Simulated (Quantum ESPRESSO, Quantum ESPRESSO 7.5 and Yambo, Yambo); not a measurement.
## InF3 (R-3c): one start, several treatments of the self-energy

Aim: compare treatments of exchange, screening and correlation for the gap of InF3 (R-3c).

Program: Quantum ESPRESSO 7.5 and Yambo 5.3.0. Level of theory: LDA and many-body steps on it, plane waves. Results are calculated unless marked as measured.

### 1. Starting point

Symmetry: R-3c, No. 167, trigonal system. Conventional cell: a = 5.204 Å, b = 5.204 Å, c = 14.723 Å, α = 90.00°, β = 90.00°, γ = 120.00°. Nearest to In lie 6 F at 2.08 Å. F has 2 In at 2.08 Å nearest. Farther neighbours and most contacts between anions are not listed.

As a file:

```cif
data_structure
_symmetry_space_group_name_H-M 'P 1'
_symmetry_Int_Tables_number 1
_cell_length_a 5.7543
_cell_length_b 5.7543
_cell_length_c 5.7543
_cell_angle_alpha 53.771
_cell_angle_beta 53.771
_cell_angle_gamma 53.771
_cell_volume 115.11
loop_
_atom_site_label
_atom_site_type_symbol
_atom_site_fract_x
_atom_site_fract_y
_atom_site_fract_z
_atom_site_occupancy
In1 In 0.50000 0.50000 0.50000 1
In2 In 0.00000 0.00000 0.00000 1
F3 F 0.39571 0.75000 0.10429 1
F4 F 0.75000 0.10429 0.39571 1
F5 F 0.89571 0.60429 0.25000 1
F6 F 0.25000 0.89571 0.60429 1
F7 F 0.60429 0.25000 0.89571 1
F8 F 0.10429 0.39571 0.75000 1
```

The cell and positions are those that the Materials Project relaxed with its own functionals (PBE, PBE+U or r2SCAN), kept fixed.

### 2. Empty states on the mesh, 4×4×4 mesh, 265 bands

This step: Quantum ESPRESSO 7.5; DFT, LDA, plane waves, norm-conserving pseudopotentials.

The sums over transitions need many empty states on a uniform mesh; this step solves for them.

pw.in reads:

```
&control
  calculation = 'nscf'
  prefix = 'x'
  outdir = 'o'
  pseudo_dir = 'pseudo'
/
&system
  ibrav = 0
  nat = 8
  ntyp = 2
  ecutwfc = 80.0
  nbnd = 265
  force_symmorphic = .true.
/
&electrons
  conv_thr = 1e-9
  electron_maxstep = 80
  diago_full_acc = .true.
  diago_thr_init = 5e-6
/
ATOMIC_SPECIES
  In 114.82 In.upf
  F 18.998 F.upf
CELL_PARAMETERS angstrom
  2.6021411829 1.5023469124 4.9075061345
  -2.6021411829 1.5023469124 4.9075061345
  0.0000000000 -3.0046938249 4.9075061345
ATOMIC_POSITIONS crystal
  In 0.5000000000 0.5000000000 0.5000000000
  In 0.0000000000 0.0000000000 0.0000000000
  F 0.3957092200 0.7500000000 0.1042907800
  F 0.7500000000 0.1042907800 0.3957092200
  F 0.8957092200 0.6042907800 0.2500000000
  F 0.2500000000 0.8957092200 0.6042907800
  F 0.6042907800 0.2500000000 0.8957092200
  F 0.1042907800 0.3957092200 0.7500000000
K_POINTS automatic
  4 4 4 0 0 0
```

Launch:

```sh
$ OMP_NUM_THREADS=1 mpirun -n 4 pw.x -nk 4 -in pw.in > pw.out
```

The log of the run:

```text
Program PWSCF v.7.5 starts

     This program is part of the open-source Quantum ESPRESSO suite
     for quantum simulation of materials; please cite
         "P. Giannozzi et al., J. Phys.:Condens. Matter 21 395502 (2009);
         "P. Giannozzi et al., J. Phys.:Condens. Matter 29 465901 (2017);
         "P. Giannozzi et al., J. Chem. Phys. 152 154105 (2020);
     in publications or presentations arising from this work. More details at

     Atomic positions and unit cell read from directory:
     o/x.save/

     Message from routine setup:
[...]
-108.5499-108.5499 -67.1691 -67.1691 -67.1691 -67.1691 -67.1509 -67.1509
[...]
30.5619  30.5619  31.6013  31.6013  32.9200  32.9200  33.4591  33.4591
     [... 22 further rows ...]
    88.4922  88.4922  89.0400  89.0400  89.9265  89.9265  90.1765  90.1765
    90.4928

          k =-0.2764-0.1596 0.1954 (  9370 PWs)   bands (ev):

     [... further k-points ...]

     highest occupied, lowest unoccupied level (ev):     2.3935    6.4029

     XML data file, pseudopotentials, collected wavefunctions

=------------------------------------------------------------------------------=
   JOB DONE.
=------------------------------------------------------------------------------=
```

Elapsed: 92 s, on 4 MPI ranks of Arm Neoverse V2, shared host; peak memory 1.1 GiB.

This step gave:

* gap: 4.009 eV
* k of the valence top: 0, -0.5, -0.5
* k of the conduction bottom: 0, 0, 0
* least direct gap: 4.042 eV
* k points computed: 14
* lowest point of the top converged band, above the valence top: 88.0993 eV

On this mesh the gap is 4.009 eV.

The density comes from a self-consistent run that is not shown.

### 3. Conversion and set-up

This step: Yambo 5.3.0; conversion and set-up on LDA, plane waves, norm-conserving pseudopotentials.

The states are converted to the many-body program's format and the q mesh is built.

Launch:

```sh
$ (cd o/x.save; p2y > p2y.log; mv SAVE ../..); yambo > setup.log
```

The log of the run:

```text
 Yambo, version 5.3.0

 [02] CORE Variables Setup
 =========================

  [02.01] Unit cells
  ==================

  Cell kind             :  Unknown
  Atoms in the cell     :  In  F
  number of In atoms    :  2
  number of F  atoms    :   6

  List of atomic masses
  Mass of In    :  114.8200
  Mass of F     :  18.99800

  List of atomic coordinates    : [cc]
  In1       :   0.0000     -0.94486E-10   13.911      order 1
  In2       :  0.000000  0.000000  0.000000  order 2
  F1       :  -1.74217   2.66053  11.59230  order 3
[...]
Q [ 1]         [rlu]:  0.000000  0.000000  0.000000
 Q [ 2]         [rlu]: -0.34882E-16 -0.34882E-16  0.25000
 Q [ 3]         [rlu]:  0.49282E-16  0.49282E-16 -0.50000
[...]
Q [ 8]         [rlu]:  0.250000  0.250000  0.250000
 Q [ 9]         [rlu]:  0.250000  0.250000  0.500000
 Q [10]         [rlu]:  0.250000  0.250000 -0.250000
 Q [11]         [rlu]:  0.250000  0.500000  0.500000
 Q [12]         [rlu]:  0.250000  0.500000  0.750000
 Q [13]         [rlu]: -0.500000 -0.500000 -0.500000
 Q [14]         [rlu]: -0.25000     -0.16429E-15 -0.50000

  [03.01] X indexes
  =================

   [03.01.01] Sigma indexes
   ========================

 [06] Game Over & Game summary
```

Elapsed: 3 s, on 1 MPI rank; peak memory 0.25 GiB.

### 4. G0W0, Godby-Needs plasmon pole

G0W0 replaces the xc potential by the self-energy, built once from these orbitals. Only a window of levels is corrected, while the sums run over the empty bands that the input names.

This step: G0W0 on LDA, plane waves, norm-conserving pseudopotentials.

gw2.in reads:

```
HF_and_locXC
gw0
dyson
ppa
em1d
rim_cut
RandQpts= 1000000
RandGvec= 1 RL
EXXRLvcs= 80 Ry
VXCRLvcs= 320 Ry
Chimod= "HARTREE"
% BndsRnXp
 1 | 133 |
%
NGsBlkXp= 7 Ry
% LongDrXp
 1 | 1 | 1 |
%
% GbndRnge
 1 | 133 |
%
DysSolver= "n"
ExtendOut
PPAPntXp= 27.21138 eV
% QPkrange
 7 | 7 | 41 | 44 |
 1 | 1 | 41 | 44 |
%
```

Launch:

```sh
$ OMP_NUM_THREADS=2 mpirun -n 2 yambo -F gw2.in -J gw2 -C gw2 > gw2.log
```

The log of the run:

```text
 Yambo, version 5.3.0

 [02] CORE Variables Setup
 =========================

  [... cell, symmetries and grids as in the set-up ...]

  [02.05] Energies & Occupations
  ==============================

  [X] === General ===
  [X] Electronic Temperature                        :  0.000000  0.000000 [eV K]
  [X] Bosonic    Temperature                        :  0.000000  0.000000 [eV K]
  [X] Finite Temperature mode                       : no
  [X] El. density                                   :  0.72974E+24 [cm-3]
  [X] Fermi Level                                   :  2.393526 [eV]

  [X] === Gaps and Widths ===
  [X] Conduction Band Min                           :  4.009337 [eV]
  [X] Valence Band Max                              :  0.000000 [eV]
  [X] Filled Bands                                  :   42
  [X] Empty Bands                                   :   43  265
  [X] Direct Gap                                    :  4.041772 [eV]
  [X] Direct Gap localized at k                     :  1
  [X] Indirect Gap                                  :  4.009337 [eV]
  [X] Indirect Gap between kpts                     :   7   1
  [X] Last valence band width                       :  0.129179 [eV]
  [X] 1st conduction band width                     :  3.087633 [eV]

 [03] Transferred momenta grid and indexing
 ==========================================

 IBZ Q-points                                      :  14
 BZ  Q-points                                      :   64

 K/Q-points units:
 rlu = crystal or reduced units; cc = cartesian coordinates; iku = interal k-units

 Q [ 1]         [rlu]:  0.000000  0.000000  0.000000
 Q [ 2]         [rlu]: -0.34882E-16 -0.34882E-16  0.25000
 Q [ 3]         [rlu]:  0.49282E-16  0.49282E-16 -0.50000
 Q [ 4]         [rlu]:  0.18461E-16  0.25000      0.25000
 Q [ 5]         [rlu]:  0.15108E-15  0.25000      0.50000
 Q [ 6]         [rlu]:  0.74563E-16  0.25000     -0.25000
 Q [ 7]         [rlu]: -0.36922E-16 -0.50000     -0.50000
 Q [ 8]         [rlu]:  0.250000  0.250000  0.250000
 Q [ 9]         [rlu]:  0.250000  0.250000  0.500000
 Q [10]         [rlu]:  0.250000  0.250000 -0.250000
 Q [11]         [rlu]:  0.250000  0.500000  0.500000
 Q [12]         [rlu]:  0.250000  0.500000  0.750000
 Q [13]         [rlu]: -0.500000 -0.500000 -0.500000
 Q [14]         [rlu]: -0.25000     -0.16429E-15 -0.50000

 [04] Coloumb potential Random Integration (RIM)
 ===============================================

  [04.01] RIM initialization
  ==========================

  * Diagonal components only detected *

  8 x (sBL volume)        :  0.039915 [a.u.]
  sBZ random points       :  1000000
  Points outside the sBZ  :   7988742
  RL volume               :  0.319323 [a.u.]
  Integrated volume       :  0.319773 [a.u.]

  [04.02] RIM integrals
  =====================

  Gamma point sphere radius             :  0.061991 [a.u.]
  Points outside the sphere             :   799652
  [Int_sBZ(q=0) 1/q^2]*(Vol_sBZ)^(-1/3) =:  7.753065
                                 should be <:  7.795600

  Summary of Coulomb integrals for non-metallic bands |Q|[au] RIM/Bare

  Q [1] 0.100000E-4 0.994544 * Q [8] 0.169379 1.028176
  Q [2] 0.192878 1.076558 * Q [4] 0.216252 1.066047
  Q [9] 0.291577 1.024101 * Q [6] 0.319441 1.030907
  Q [11] 0.337204 1.016845 * Q [13] 0.338758 1.010690
  Q [5] 0.361568 1.021448 * Q [14] 0.361568 1.021767
  Q [10] 0.373154 1.022739 * Q [3] 0.385755 1.020169
  Q [7] 0.432504 1.015207 * Q [12] 0.465617 1.010633

 [WARNING] [Xp] User bands 1-133 break level degeneracy

 [05] Dipoles
 ============

  [05.01] Setup: observables and procedures
  =========================================

  [WARNING] [x,Vnl] slows the Dipoles computation. To neglect it rename the ns.kb_pp file

 [06] Dynamic Dielectric Matrix (PPA)
 ====================================

 [WR./gw2//ndb.pp]---------------------------------------------------------------
  Brillouin Zone Q/K grids (IBZ/BZ)                :   14   64   14   64
  RL vectors                                       :  11327 [WF]
  Coulomb cutoff potential                         : none
  Electronic Temperature                           :  0.000000 [K]
  Bosonic    Temperature                           :  0.000000 [K]
  PPA    diel. fun.  energies                      : Slater exchange(X)+Perdew & Wang(C)
  wavefunctions                                    : Slater exchange(X)+Perdew & Wang(C)
  Global Gauge                                     : length
  X matrix size                                    :  253
  X band range                                     :    1  133
  X e/h energy range                               : -1.000000 -1.000000 [eV]
  X Time ordering                                  : R
  X Hxc Kernel                                     : HARTREE
  X Drude frequency                                :  0.000000  0.000000
  X poles                                          :  100.0000 [o/o]
  RL vectors in the sum                            :  11327
  [r,Vnl] included                                 : yes
  Field direction                                  :  0.577350E-5  0.577350E-5  0.577350E-5
  BZ energy Double Grid                            : no
  BZ energy DbGd points                            : 0
  BZ Q point size factor                           : -1.000000
  X Optical Averaged directions                    : none

 [07] Local Exchange-Correlation + Non-Local Fock
 ================================================

 [VXC] Plane waves :   74873
 [EXS] Plane waves :   9339

 QP @ state[ 1 ] K range:  1  1
 QP @ state[ 1 ] b range:   41   44
 QP @ state[ 2 ] K range:   7   7
 QP @ state[ 2 ] b range:   41   44

 [xc] Functional : Slater exchange(X)+Perdew & Wang(C)
 [xc] LIBXC used to calculate xc functional
  PP Number of Atomic Species                      :  2
  NLCC RL compoments                               :   74873
  PP Number of Atomic Species                      :  2
  NLCC RL compoments                               :   74873

 [xc] E_xc :  -59.69010 [Ha]
      E_xc :  -119.3802 [Ry]

  Local XC kind (lXC) : Slater exchange(X)+Perdew & Wang(C)
  Non-Local XC kind (nlXC) : Hartree-Fock

  Corrections @ K [1] :  [eV]
 <41|nlXC|41> = -30.71631  0.29348E-17 <41|lXC|41> = -22.75048 -0.37763E-15
 <42|nlXC|42> = -30.71631 -0.23130E-16 <42|lXC|42> = -22.75048  0.13723E-31
 <43|nlXC|43> = -10.34929  0.11475E-18 <43|lXC|43> = -15.00348  0.70805E-16
 <44|nlXC|44> = -13.25180  0.53891E-18 <44|lXC|44> = -19.92570 -0.37756E-15

  Corrections @ K [7] :  [eV]
 <41|nlXC|41> = -30.87888 -0.19376E-16 <41|lXC|41> = -23.60424  0.18882E-15
 <42|nlXC|42> = -30.81237  0.80492E-17 <42|lXC|42> = -22.91541  0.94408E-16
 <43|nlXC|43> = -12.86166  0.90957E-18 <43|lXC|43> = -18.19567 -0.18884E-15
 <44|nlXC|44> = -13.06259 -0.84650E-18 <44|lXC|44> = -19.12037  0.18885E-15

 [08] Dyson equation: Newton solver
 ==================================

  [08.01] G0W0 (W PPA)
  ====================

  [  GW  ] Bands range     :    1  133
  [GW/PPA] G damping       :  0.100000 [eV]

  QP @ state[ 1 ] K range:  1  1
  QP @ state[ 1 ] b range:   41   44
  QP @ state[ 2 ] K range:   7   7
  QP @ state[ 2 ] b range:   41   44

   Sc/G bands                                       :    1  133
   Sc/G damping                                     :  0.100000 ev
   Sc bands terminator                              : no
   Sx RL components                                 :   9339

   QP @ state[ 1 ] K range                          :  1  1
   QP @ state[ 1 ] b range                          :   41   44
   QP @ state[ 2 ] K range                          :   7   7
   QP @ state[ 2 ] b range                          :   41   44
   GF energies kind                                 : Slater exchange(X)+Perdew & Wang(C)
   GF WF`s kind                                     : Slater exchange(X)+Perdew & Wang(C)
   Xs energies kind                                 : Slater exchange(X)+Perdew & Wang(C)
   Xs WF`s kind                                     : Slater exchange(X)+Perdew & Wang(C)

 [11] Game Over & Game summary
```

Elapsed: 11 min, on 2 MPI ranks; peak memory 3.2 GiB.

This step gave:

* G0W0 gap on the points computed: 7.798 eV
* starting gap on the mesh: 4.009 eV
* k of the valence top: 0, -0.5, -0.5
* k of the conduction bottom: 0, 0, 0
* least direct G0W0 gap on the computed points: 7.847 eV
* Z at the valence top: 0.7980
* Z at the conduction bottom: 0.8692

The gap on the mesh goes from 4.01 eV to 7.80 eV, a correction of +3.79 eV.

(Continued in part 2 of 2.)

[Paths, hosts, dates, memory and timing lines, banners, echoed tables and standing remarks are left out of the program output.]

[Logs are printed without paths, hosts, clocks, repeated set-up lines and the standing remarks that a program may print on its own settings, such as how far it seeks lower states.]

[Runs of the session that timed out or met a known fault of the program may be left out.]

[Hosts, paths, dates, database ids (printed as entryN), source tags and the programs' standing remarks are cut or masked in the printed files.]
